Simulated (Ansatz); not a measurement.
# U and J of Mn in MnBr6 from cRPA, part 2 of 2

How strongly does the rest of the crystal screen the Mn shell of MnBr6?

PBE, without spin polarisation; plane waves, no spin–orbit coupling.

So far. Step 3 (Target: d shell with ligand p, bands v19 to c4 (loose …): On average 21 % of these bands' weight lies on the d shell and 76 % on ligand p.

### 4. Target: d shell with ligand p, bands v19 to c4 (sum over bands, screening cutoff 68 eV, 60 empty bands)

With the ligand bands in the model the orbitals are more compact and transitions between ligand and shell no longer screen. The screening is summed over a limited number of empty bands, which is cheaper and leaves a tail out.

Input file input.yaml:

```yaml
crystal:
  lattice:
    - [4.288990886, 2.476249896, 5.194637494]
    - [-4.288990886, 2.476249896, 5.194637494]
    - [0.0, -4.952500231, 5.194637285]
  atoms:
    - { symbol: Mn, position: [0.0, 0.0, 0.0] }
    - { symbol: Br, position: [0.613163069, 0.071838065, 0.071191714] }
    - { symbol: Br, position: [0.071838065, 0.071191714, 0.613163069] }
    - { symbol: Br, position: [0.071191714, 0.613163069, 0.071838065] }
    - { symbol: Br, position: [0.386836931, 0.928161935, 0.928808286] }
    - { symbol: Br, position: [0.928161935, 0.928808286, 0.386836931] }
    - { symbol: Br, position: [0.928808286, 0.386836931, 0.928161935] }
kpoints:
  mp_grid: { grid: [3, 3, 3] }
hamiltonian:
  xc: pbe
scf:
  occupations: { method: fermi_dirac, width: 0.1 }
  n_extra_bands: 16
output:
  eigenvalues: true
  crpa:
    kmesh: [3, 3, 3]
    target_bands: [v19, c4]
    projections: [{ species: Mn, l: d }, { species: Br, l: p }]
    accuracy: sum_over_states
    n_empty_bands: 60
    ecut_chi: 68
magnetization:
  spin_polarized: false
```

Command:

```sh
> ansatz run input.yaml --threads 4 --pin off --max-ram 8192MiB --backend cpu --events-out ev --progress --plain --runs-dir out
```

Numbers of over 12 decimals in the logs are rounded to 6 here.

What it wrote:

```text
[...]
Crystal: 7 atoms, lattice volume = 331.021 Å³
Basis set: ecut = 420 eV, 6425 PW (Γ)
Bands: 45, of which v1, the nominal top of the filled ones, is band 29 counted from 1 (28 counted from 0)
Symmetry: 6 space group operations
[...]
k-points: 6 of 27
[...]
bare: V = 12.5210 eV, V' = 11.1151 eV, J = 0.7131 eV
    Site 5, 4P, 3 of 3 p orbitals (Wannier functions 18, 19, 20; wannier90's mr 1, 2, 3):
      screened: U = 7.5513 eV, U' = 6.3956 eV, J = 0.5787 eV
      bare: V = 12.5289 eV, V' = 11.1112 eV, J = 0.7091 eV
    Site 6, 4P, 3 of 3 p orbitals (Wannier functions 21, 22, 23; wannier90's mr 1, 2, 3):
      screened: U = 7.5436 eV, U' = 6.3994 eV, J = 0.5826 eV
      bare: V = 12.5210 eV, V' = 11.1152 eV, J = 0.7131 eV
[...]
[key lines of the parts left out:]
SCF converged after 11 iterations
Free energy (F): -20597.621573 eV
Fermi energy:    -0.290926 eV
```

Run time: 2.1 min. Hardware: 4 threads of Arm Neoverse V2, shared host; peak memory 1.6 GiB; 8.4 min of CPU time.

On average 21 % of these bands' weight lies on the d shell and 76 % on ligand p.

crpa.toml, one line in 2:

```text
format = "ansatz-crpa/5"
gauge = "projected_orbitals"
channels = "unpolarised"
n_wann = 23
coulomb_singularity = "probe_charge" # how the value at q + G = 0 is made
n_bands_solved = 94 # n_bands and the guard bands above it
ecut_chi_ev = 68.0 # of the sum over states
n_g_chi_max = 431 # of the sum over states
window_electrons = 37.0
head_ev = 1.1180303668162432 # what the value at q + G = 0 adds to the screened u_ev, u_prime_ev and u_bar_ev
accuracy = "sum_over_states" # no bound
[[shells]]
l = "d"
wannier_functions = [1, 2, 3, 4, 5] # counted from 1, as the tensor files' indices are

u_ev = 10.681866836233635
j_ev = 0.6619679778608789
[shells.bare]
v_prime_ev = 20.319661445710757

site = 1 # counted from 0, as a deck's `site` is
label = "4P" # of the pseudo-atomic shell
mr = [1, 2, 3] # each function's real harmonic by wannier90's number, 1 to 2l+1, in the order of wannier_functions
[shells.screened]
u_prime_ev = 6.39938241335006

v_ev = 12.52101772326545
j_ev = 0.7130978825194801
[[shells]]
l = "p"
wannier_functions = [9, 10, 11] # counted from 1, as the tensor files' indices are

u_ev = 7.5512748926385385
j_ev = 0.5787213297632348
[shells.bare]
v_prime_ev = 11.111172948532635

site = 3 # counted from 0, as a deck's `site` is
label = "4P" # of the pseudo-atomic shell
mr = [1, 2, 3] # each function's real harmonic by wannier90's number, 1 to 2l+1, in the order of wannier_functions
[shells.screened]
u_prime_ev = 6.399408296586974

v_ev = 12.520979997669608
j_ev = 0.7131167453240276
[[shells]]
l = "p"
wannier_functions = [15, 16, 17] # counted from 1, as the tensor files' indices are

u_ev = 7.543654435842602
j_ev = 0.5825315581617669
[shells.bare]
v_prime_ev = 11.115135054651757

site = 5 # counted from 0, as a deck's `site` is
label = "4P" # of the pseudo-atomic shell
mr = [1, 2, 3] # each function's real harmonic by wannier90's number, 1 to 2l+1, in the order of wannier_functions
[shells.screened]
u_prime_ev = 6.395572184950468

v_ev = 12.528941935498372
j_ev = 0.7091357764018009
[[shells]]
l = "p"
wannier_functions = [21, 22, 23] # counted from 1, as the tensor files' indices are

u_ev = 7.54360266938678
j_ev = 0.582557441393493
[shells.bare]
v_prime_ev = 11.115153917465832
```

```csv
shell,U (eV),U′ (eV),J (eV),bare U (eV),bare J (eV)
Mn1 d,10.68,9.36,0.66,21.84,0.76
Br2 p,7.54,6.40,0.58,12.52,0.71
Br3 p,7.55,6.40,0.58,12.53,0.71
Br4 p,7.54,6.40,0.58,12.52,0.71
Br5 p,7.54,6.40,0.58,12.52,0.71
Br6 p,7.55,6.40,0.58,12.53,0.71
Br7 p,7.54,6.40,0.58,12.52,0.71
```

### 5. Target: d shell with ligand p, bands v19 to c4 (tighter bound)

With the ligand bands in the model the orbitals are more compact and transitions between ligand and shell no longer screen. The bound on the screening is tightened.

Changes to input.yaml since step 4:

```diff
@@ -26,5 +26,3 @@
     projections: [{ species: Mn, l: d }, { species: Br, l: p }]
-    accuracy: sum_over_states
-    n_empty_bands: 60
-    ecut_chi: 68
+    accuracy: medium
 magnetization:
```

What it wrote:

```text
[...]
Crystal: 7 atoms, lattice volume = 331.021 Å³
Basis set: ecut = 420 eV, 6425 PW (Γ)
Bands: 45, of which v1, the nominal top of the filled ones, is band 29 counted from 1 (28 counted from 0)
Symmetry: 6 space group operations
[...]
k-points: 6 of 27
[...]
screened: U = 7.1965 eV, U' = 6.2172 eV, J = 0.4895 eV
      screened, to within: U = 9.4e-3 eV, U' = 9.4e-3 eV, J = 7.1e-4 eV
      bare: V = 12.5289 eV, V' = 11.1112 eV, J = 0.7091 eV
    Site 6, 4P, 3 of 3 p orbitals (Wannier functions 21, 22, 23; wannier90's mr 1, 2, 3):
      screened: U = 7.1904 eV, U' = 6.2203 eV, J = 0.4925 eV
      screened, to within: U = 9.4e-3 eV, U' = 9.4e-3 eV, J = 7.2e-4 eV
      bare: V = 12.5210 eV, V' = 11.1152 eV, J = 0.7131 eV
[...]
[key lines of the parts left out:]
SCF converged after 11 iterations
Free energy (F): -20597.621573 eV
Fermi energy:    -0.290926 eV
```

Run time: 18 min. Hardware: 4 threads; peak memory 2.4 GiB; 71 min of CPU time.

On average 21 % of these bands' weight lies on the d shell and 76 % on ligand p.

```csv
shell,U (eV),U′ (eV),J (eV),bare U (eV),bare J (eV)
Mn1 d,9.81,8.54,0.63,21.84,0.76
Br2 p,7.19,6.22,0.49,12.52,0.71
Br3 p,7.20,6.22,0.49,12.53,0.71
Br4 p,7.19,6.22,0.49,12.52,0.71
Br5 p,7.19,6.22,0.49,12.52,0.71
Br6 p,7.20,6.22,0.49,12.53,0.71
Br7 p,7.19,6.22,0.49,12.52,0.71
```

### 6. All models together

```csv
target,settings,U(Mn) (eV),J (eV),U over bare U,CPU time
d shell with ligand p,loose bound,9.73,0.63,0.45,41 min
d shell with ligand p,"sum over bands, screening cutoff 68 eV, 60 empty bands",10.68,0.66,0.49,8.4 min
d shell with ligand p,tighter bound,9.81,0.63,0.45,71 min
```

### 7. What came out

| Quantity | Value |
| --- | --- |
| U(Mn), d shell with ligand p | 9.81 eV |
| J(Mn), d shell with ligand p | 0.627 eV |

In words: For Mn in MnBr6 the d shell with ligand p model has U = 9.81 eV and J = 0.63 eV. In the d shell with ligand p model screening cuts U from 21.8 to 9.81 eV, while J keeps 83 % of its bare value. The plain sum over bands gives 10.68 eV, +9 % from the bounded value, at 0.12 times its CPU time. The open shell is treated without spin polarisation, as is usual for a model's starting point; a magnetic state would screen otherwise. The values are static and belong to projected orbitals on a coarse mesh, with which they are not converged; they are not the U of linear response.

[Logs and program files are shortened in this print: banners, set-up blocks, solver, clock and traceback lines can be left out without a mark of their own.]

[Logs are printed without paths, hosts, clocks, repeated set-up lines and the standing remarks that a program may print on its own settings, such as how far it seeks lower states.]

[Hosts, paths, dates, database ids (printed as entryN), source tags and the programs' standing remarks are cut or masked in the printed files.]

[Where a cell is said to come from a database of computed structures, the database is the Materials Project.]
